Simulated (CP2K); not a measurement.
Two runs for the O K edge of nitrosopyrazine. Run A: CP2K XAS_TDP, all-electron GAPW, PBEh(45%), aug-cc-pVDZ, TDA, no relativity. Run B differs in one setting.

First lines with a strength over 0.0015. A:

| atom | energy (eV) | states | strength, one atom |
| --- | --- | --- | --- |
| O1 (bonded to N) | 525.54 | 1 | 0.0520 |
|  | 535.18 | 1 | 0.0023 |
|  | 535.92 | 1 | 0.0033 |
|  | 536.30 | 1 | 0.0098 |
|  | 536.50 | 1 | 0.0019 |

B:

| atom | energy (eV) | states | strength, one atom |
| --- | --- | --- | --- |
| O1 (bonded to N) | 525.52 | 1 | 0.0516 |
|  | 536.34 | 1 | 0.0408 |
|  | 537.10 | 1 | 0.0071 |
|  | 539.44 | 1 | 0.0072 |
|  | 541.84 | 1 | 0.0040 |

Question: Which was it: the functional, scalar relativity switched on, the basis, GW2X switched on?

The basis (basis from aug-cc-pVDZ to 6-31G*; the lines alone don't name the new value). A basis moves diffuse and continuum lines far more than the leading valence line. Against PBEh(45%) in aug-cc-pVDZ, the leading line moves by -0.02 eV, to 525.52 eV. The next line of O1 over the strength cut lies 10.82 eV higher, against 9.64.

[Hosts, paths, dates, database ids (printed as entryN), source tags and the programs' standing remarks are cut or masked in the printed files.]
